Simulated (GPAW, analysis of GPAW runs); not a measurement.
# Mn2+ on a Mg site in KMgF3: hyperfine coupling against experiment (GPAW)

Subject: Mn2+ on a Mg site in KMgF3. Wanted: its hyperfine coupling, in one set-up (PBE, plane waves 500 eV, 40-site cell, PBE lattice, k: 2x2x2 shifted, with the key nspin). The model is a cell of 40 host atoms with 1 Mg taken out and 1 Mn put in. The isotropic coupling follows from the spin density at the nucleus, the nuclear g-factor and the total spin.

Measured beforehand: 55Mn, isotropic, printed as −91.2 10^-4 cm^-1: -273.4 MHz at 300 K, by EPR (room temperature) (quoted in “Parallel-mode EPR spectra of the hexaaqua manganese(II) Ion in tetrahedral symmetry”, 2024, Margrete Juel Henrichsen, Jesper Bendix, Høgni Weihe, quoting earlier work (1960)). The runs below try to reproduce this.

Method: GPAW plane-wave PAW DFT, PBE; relaxation of all atoms of a defect supercell, in GPAW 26.7.0.

**1. Set-up**

The cell holds 40 atoms: 8 K, 7 Mg, 24 F and 1 Mn. Its edges and angles: a = 8.098 Å, b = 8.098 Å, c = 8.098 Å, α = 90.0°, β = 90.0°, γ = 90.0°. It derives from KMgF3 (space group Pm-3m). Nearest the centre at fractional (0.500, 0.500, 0.500): Mn37 at 0.00 Å, F39 at 2.02 Å, F40 at 2.02 Å, F38 at 2.02 Å, F35 at 2.02 Å, F29 at 2.02 Å, F18 at 2.02 Å, K36 at 3.51 Å.

The host's primitive cell comes from a first run (GPAW plane-wave PAW DFT, PBE; relaxation of cell and atoms of a defect-free cell): vectors of 4.049, 4.049 and 4.049 Å. That is 13.28 Å³ an atom, 4.8 % over the diffraction cell's volume. The supercell is built on it.

**2. Relaxation, charge 0**

Every later number rests on the structure around the defect, so the atoms are relaxed at the host's lattice first.

The input, run.py:

```python
import numpy as np
from ase.io import read, write
from ase.parallel import parprint, world
from gpaw import GPAW, PW
from ase.optimize import BFGS

atoms = read('POSCAR')
magmoms = np.zeros(len(atoms))
magmoms[[36]] = 5 / 1
atoms.set_initial_magnetic_moments(magmoms)
calc = GPAW(mode=PW(500),
            xc='PBE',
            kpts={'size': (2, 2, 2), 'gamma': False},
            occupations={'name': 'fermi-dirac', 'width': 0.01, 'fixmagmom': True},
            nbands=173,
            convergence={'density': 1e-05, 'forces': 0.001},
            maxiter=150,
            symmetry={'point_group': False},
            nspin=1,
            txt='gpaw.txt')
atoms.calc = calc
opt = BFGS(atoms, trajectory='relax.traj', logfile='-')
done = opt.run(fmax=0.02, steps=80)
parprint('Converged:', done)
energy = atoms.get_potential_energy()
forces = atoms.get_forces()
parprint(f'Energy: {energy:.6f} eV, largest force {np.linalg.norm(forces, axis=1).max():.4f} eV/A')
calc.write('gs.gpw')
write('final.xyz', atoms)
parprint('Moments:', atoms.get_magnetic_moments().round(3))
for s in range(calc.get_number_of_spins()):
    parprint('Levels (eV), spin', s, calc.get_eigenvalues(kpt=0, spin=s)[-16:].round(3))
```

The input, POSCAR:

```
K  Mg F  K  Mg F  K  Mg F  K  Mg F  K  Mg F  K  Mg F  K  Mg F  K  Mn F 
 1.0000000000000000
     8.0984380843970154    0.0000000000000079   -0.0000000000000000
     0.0000000000000080    8.0984380843970154   -0.0000000000000000
     0.0000000000000000    0.0000000000000000    8.0984380843969621
 K   Mg  F   K   Mg  F   K   Mg  F   K   Mg  F   K   Mg  F   K   Mg  F   K   Mg  F   K   Mn  F  
   1   1   3   1   1   3   1   1   3   1   1   3   1   1   3   1   1   3   1   1   3   1   1   3
Direct
  0.2499999998642632  0.2499999998642633  0.2499999998642651
  0.0000000000000000  0.0000000000000000  0.0000000000000000
  0.2499999998642635 -0.0000000000000002  0.0000000000000000
 -0.0000000000000002  0.2499999998642635  0.0000000000000000
 -0.0000000000000000 -0.0000000000000000  0.2499999998642651
  0.2499999998642632  0.2499999998642633  0.7499999998642651
  0.0000000000000000  0.0000000000000000  0.5000000000000000
  0.2499999998642635 -0.0000000000000002  0.5000000000000000
 -0.0000000000000002  0.2499999998642635  0.5000000000000000
 -0.0000000000000000 -0.0000000000000000  0.7499999998642651
  0.2499999998642632  0.7499999998642634  0.2499999998642651
  0.0000000000000000  0.5000000000000000  0.0000000000000000
  0.2499999998642635  0.4999999999999998  0.0000000000000000
 -0.0000000000000002  0.7499999998642636  0.0000000000000000
 -0.0000000000000000  0.5000000000000000  0.2499999998642651
  0.2499999998642632  0.7499999998642634  0.7499999998642651
  0.0000000000000000  0.5000000000000000  0.5000000000000000
  0.2499999998642635  0.4999999999999998  0.5000000000000000
 -0.0000000000000002  0.7499999998642636  0.5000000000000000
 -0.0000000000000000  0.5000000000000000  0.7499999998642651
  0.7499999998642634  0.2499999998642633  0.2499999998642651
  0.5000000000000000  0.0000000000000000  0.0000000000000000
  0.7499999998642636 -0.0000000000000002  0.0000000000000000
  0.4999999999999998  0.2499999998642635  0.0000000000000000
  0.5000000000000000 -0.0000000000000000  0.2499999998642651
  0.7499999998642634  0.2499999998642633  0.7499999998642651
  0.5000000000000000 -0.0000000000000000  0.5000000000000000
  0.7499999998642636 -0.0000000000000002  0.5000000000000000
  0.4999999999999998  0.2499999998642635  0.5000000000000000
  0.5000000000000000 -0.0000000000000000  0.7499999998642651
  0.7499999998642634  0.7499999998642632  0.2499999998642651
  0.5000000000000000  0.5000000000000000 -0.0000000000000000
  0.7499999998642636  0.4999999999999998  0.0000000000000000
  0.4999999999999998  0.7499999998642636  0.0000000000000000
  0.5000000000000000  0.5000000000000000  0.2499999998642651
  0.7499999998642634  0.7499999998642632  0.7499999998642651
  0.5000000000000000  0.5000000000000000  0.5000000000000000
  0.7499999998642636  0.4999999999999998  0.5000000000000000
  0.4999999999999998  0.7499999998642636  0.5000000000000000
  0.5000000000000000  0.5000000000000000  0.7499999998642651
```

Started as:

```console
$ OMP_NUM_THREADS=1 mpirun -n 4 gpaw python run.py > stdout
```

The log of the run:

```text
TypeError: GPAW() got an unexpected keyword argument 'nspin'
```

It took 12 s on 4 MPI ranks of Intel Xeon Platinum 8488C (Sapphire Rapids), shared host; peak memory 0.5 GiB.

The program refused the input before any cycle.

The program's message: “TypeError: GPAW() got an unexpected keyword argument 'nspin'”

**3. Outcome**

The hyperfine coupling was not obtained, because the step “relaxation, charge 0” was refused by the program; the cause lies in the set-up: nspin is no key of this program.

[Logs are printed without paths, hosts, clocks, repeated set-up lines and the standing remarks that a program may print on its own settings, such as how far it seeks lower states.]

[Hosts, paths, dates, database ids (printed as entryN), source tags and the programs' standing remarks are cut or masked in the printed files.]

[For some hosts the program warned that the k-mesh of the response run may be too coarse for force constants and the static dielectric constant; such warnings are not shown here.]
